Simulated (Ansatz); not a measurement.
Rows from a G0W0 calculation on BaIBr (Pnma) (Ansatz 0.2.0; G0W0 on r2SCAN, plane waves, PAW; 2×4×2 mesh, 1374 empty bands, screening to 120 eV), in eV. Spin-orbit coupling is left out.

```tsv
row	Σx	Σc	Vxc	Z
A	-5.46	-3.61	-9.55	0.83
B	-18.29	1.71	-15.49	0.80
C	-5.57	-3.59	-9.65	0.83
D	-5.08	-3.45	-8.97	0.84
E	-18.22	1.70	-15.44	0.80
F	-18.08	1.65	-15.34	0.81
```

Question: Which rows are filled states and which are empty ones, and how can one tell?

Filled: B, E and F. Empty: A, C and D. The sign of Σc tells: for a filled state bare exchange, which holds its interaction with itself, lies below Vxc (Σx − Vxc is -2.7 eV or lower here) and screening gives part back as a positive Σc. For an empty state Σx lies above Vxc (+3.9 eV or more) and the Coulomb hole leaves Σc negative.

[Paths, hosts, dates, memory and timing lines, banners, echoed tables and standing remarks are left out of the program output.]

[Logs are printed without paths, hosts, clocks, repeated set-up lines and the standing remarks that a program may print on its own settings, such as how far it seeks lower states.]

[Runs of the session that timed out or met a known fault of the program may be left out.]

[Cells called generated may have been cut or substituted from an entry of the Crystallography Open Database or the Materials Project.]

[Hosts, paths, dates, database ids (printed as entryN), source tags and the programs' standing remarks are cut or masked in the printed files.]
